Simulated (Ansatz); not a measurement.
# NbB3 (built on the sites of a database entry of TaGa3): the cell at rest

Task: relax NbB3 (built on the sites of a database entry of TaGa3) tightly.

Calculated with Ansatz 0.2.0; DFT PBE+D3(BJ), scalar-relativistic, plane waves, PAW.

Report form: the programs' logs are mostly left out.

The structure was built from a prototype and need not be the compound's stable phase.

## 1. The structure

Symmetry: I4/mmm, No. 139, tetragonal system. Conventional cell: a = 3.303 Å, b = 3.303 Å, c = 7.792 Å, α = 90.00°, β = 90.00°, γ = 90.00°. Nearest to Nb lie 12 B at 2.34 to 2.55 Å. B has 4 Nb at 2.34 Å nearest. B has 8 B at 2.34 to 2.55 Å and 4 Nb at 2.55 Å nearest. Farther neighbours are not listed.

## 2. A coarse first look

A quick single point on a coarse mesh tells whether the cell has a gap and how far it is from rest, which sets the k mesh and smearing that follow.

input.yaml

```yaml
crystal:
  lattice:
    - [-1.65174, 1.65174, 3.89618]
    - [1.65174, -1.65174, 3.89618]
    - [1.65174, 1.65174, -3.89618]
  atoms:
    - { symbol: Nb, position: [0.0, 0.0, 0.0] }
    - { symbol: B, position: [0.5, 0.5, 0.0] }
    - { symbol: B, position: [0.75, 0.25, 0.5] }
    - { symbol: B, position: [0.25, 0.75, 0.5] }
kpoints:
  mp_grid: { grid: [8, 8, 8] }
hamiltonian:
  xc: pbe
  dispersion: d3bj
scf:
  occupations: { method: gaussian, width: 0.1 }
output:
  forces: true
  stress: true
  eigenvalues: true
```

On the command line:

```
$ ansatz run input.yaml --threads 8 --pin off --max-ram 14336MiB --backend cpu --events-out ev --progress --plain --runs-dir out
```

It took 6.1 s on 8 threads of Intel Xeon Platinum 8488C (Sapphire Rapids), shared host; peak memory 0.51 GiB.

Numbers from this step:

| Quantity | Value |
| --- | --- |
| pressure | -31.50 GPa |
| volume per atom | 10.63 Å³ |
| gap on the k-mesh | 0 eV |

The coarse mesh shows no gap and a pressure of -31.5 GPa.

## 3. Rough relaxation

A rough relaxation comes first, because large forces or stress need no tight tolerances yet.

input.yaml, as its differences from that of step 2:

```diff
@@ -21 +21,6 @@
   eigenvalues: true
+relax:
+  adjacent_minimum: "off"
+  f_tol: 0.05
+  max_steps: 80
+  cell: { stress_tol: 0.5 }
```

Run time: 1.7 s. Hardware: 8 threads; peak memory 0.48 GiB; 10 s of CPU time.

The steps of the relaxation:

| step | energy less that of the first step (eV) | largest force component (eV/Å) | pressure (GPa) | volume (Å³) |
| --- | --- | --- | --- | --- |
| 1 | 0.0000 | 0.0000 | -31.50 | 42.52 |
| 2 | -0.7582 | 0.0000 | -5.31 | 36.66 |
| 3 | -0.7705 | 0.0000 | 1.87 | 35.65 |
| 4 | -0.7717 | 0.0000 | -0.06 | 35.91 |
| 5* | -0.7677 | 0.0000 | -0.17 | 35.91 |

Relaxation steps marked * repeat the geometry before them on a plane-wave basis chosen anew for their cell, so energy and pressure can jump there.

The run keeps the 16 symmetry operations that it works with, so distortions that break them were not tested.

| conventional cell, symmetrised | before | after | change |
| --- | --- | --- | --- |
| a (Å) | 3.303 | 3.121 | -5.5 % |
| b (Å) | 3.303 | 3.121 | -5.5 % |
| c (Å) | 7.792 | 7.376 | -5.3 % |
| volume (Å³/atom) | 10.63 | 8.98 | -15.5 % |

The relaxed structure:

```cif
data_structure
_symmetry_space_group_name_H-M 'P 1'
_symmetry_Int_Tables_number 1
_cell_length_a 4.2976
_cell_length_b 4.2976
_cell_length_c 4.2976
_cell_angle_alpha 137.424
_cell_angle_beta 137.424
_cell_angle_gamma 61.786
_cell_volume 35.91
loop_
_atom_site_label
_atom_site_type_symbol
_atom_site_fract_x
_atom_site_fract_y
_atom_site_fract_z
_atom_site_occupancy
Nb1 Nb 0.00000 0.00000 0.00000 1
B2 B 0.50000 0.50000 0.00000 1
B3 B 0.75000 0.25000 0.50000 1
B4 B 0.25000 0.75000 0.50000 1
```

This step gave:

```
pressure        : -0.1682 GPa
volume per atom : 8.978 Å³
```

In this step the volume went from 10.63 to 8.98 Å³/atom.

## 4. Bringing the structure to rest

The cell and atoms are relaxed, since residual forces and stress would shift the frequencies.

input.yaml, the sections that differ from step 3:

```yaml
crystal:
  lattice:
    - [-1.5602569484, 1.5602569484, 3.6878419247]
    - [1.5602569484, -1.5602569484, 3.6878419247]
    - [1.5602569484, 1.5602569484, -3.6878419247]
  atoms:
    - { symbol: Nb, position: [0.0, 0.0, 0.0] }
    - { symbol: B, position: [0.5, 0.5, 0.0] }
    - { symbol: B, position: [0.75, 0.25, 0.5] }
    - { symbol: B, position: [0.25, 0.75, 0.5] }
kpoints:
  mp_grid: { grid: [18, 18, 18] }
relax:
  adjacent_minimum: "off"
  f_tol: 0.005
  max_steps: 80
  cell: { stress_tol: 0.05 }
# hamiltonian, scf, output: as in step 3
```

Elapsed: 5.8 s, on 8 threads; peak memory 0.69 GiB.

Relaxation path:

| step | energy less that of the first step (eV) | largest force component (eV/Å) | pressure (GPa) | volume (Å³) |
| --- | --- | --- | --- | --- |
| 1 | 0.0000 | 0.0000 | -0.20 | 35.91 |
| 2 | -0.0001 | 0.0000 | 0.05 | 35.87 |
| 3 | -0.0001 | 0.0000 | 0.00 | 35.88 |
| 4* | -0.0001 | 0.0000 | 0.00 | 35.88 |

Relaxation steps marked * repeat the geometry before them on a plane-wave basis chosen anew for their cell, so energy and pressure can jump there.

The run keeps the 16 symmetry operations that it works with, so distortions that break them were not tested.

| conventional cell, symmetrised | before | after | change |
| --- | --- | --- | --- |
| a (Å) | 3.121 | 3.121 | +0.0 % |
| b (Å) | 3.121 | 3.121 | +0.0 % |
| c (Å) | 7.376 | 7.367 | -0.1 % |
| volume (Å³/atom) | 8.98 | 8.97 | -0.1 % |

Final coordinates:

```xyz
4
Lattice="-1.5605 1.5605 3.6837 1.5605 -1.5605 3.6837 1.5605 1.5605 -3.6837" Properties=species:S:1:pos:R:3 pbc="T T T"
Nb    0.0000    0.0000    0.0000
B     0.0000    0.0000    3.6837
B     0.0000    1.5605    1.8419
B     1.5605    0.0000    1.8419
```

Numbers from this step:

```
pressure        : -0.002048 GPa
volume per atom : 8.970 Å³
```

In this step the volume went from 8.98 to 8.97 Å³/atom.

## 5. Tight relaxation

Phonons need a cell at rest on their own settings, so the relaxation is repeated with tight tolerances on forces and stress, using the mesh and the filling of the phonon run that follows.

input.yaml

```yaml
crystal:
  lattice:
    - [-1.5604568969, 1.5604568969, 3.6837038067]
    - [1.5604568969, -1.5604568969, 3.6837038067]
    - [1.5604568969, 1.5604568969, -3.6837038067]
  atoms:
    - { symbol: Nb, position: [0.0, 0.0, 0.0] }
    - { symbol: B, position: [0.5, 0.5, 0.0] }
    - { symbol: B, position: [0.75, 0.25, 0.5] }
    - { symbol: B, position: [0.25, 0.75, 0.5] }
kpoints:
  mp_grid: { grid: [20, 20, 20] }
hamiltonian:
  xc: pbe
  dispersion: d3bj
scf:
  occupations: { method: methfessel_paxton, width: 0.2 }
output:
  forces: true
  stress: true
  eigenvalues: true
relax:
  adjacent_minimum: "off"
  f_tol: 0.001
  max_steps: 60
  cell: { stress_tol: 0.01 }
```

The job ended after 7.8 s (8 threads; peak memory 0.76 GiB; 55 s of CPU time).

Little changed from the start: no atom moved by 0.005 Å and no cell edge by 0.1 %.

Numbers from this step:

```yaml
pressure: 2.81e-4 GPa
volume_per_atom: 8.969 Å³
```

The forces vanish by symmetry and the pressure is 0.000 GPa, within the tolerances set. The cell now holds 8.97 Å³/atom.

## 6. Outcome

```
space group after relaxation (within 0.01 Å) : I4/mmm
lattice constant a                           : 3.121 Å
lattice constant b                           : 3.121 Å
lattice constant c                           : 7.365 Å
volume per atom                              : 8.97 Å³
```

**Reading.** The forces vanish by symmetry and the pressure is 0.000 GPa, within the tolerances set. The cell now holds 8.97 Å³/atom. The relaxation keeps the symmetry of its start, so it says nothing on stability against lower symmetry. The starting cell was built on a prototype and not taken from a measurement, so the phase need not exist.

[Logs are printed without paths, hosts, clocks, repeated set-up lines and the standing remarks that a program may print on its own settings, such as how far it seeks lower states.]

[Hosts, paths, dates, database ids (printed as entryN), source tags and the programs' standing remarks are cut or masked in the printed files.]
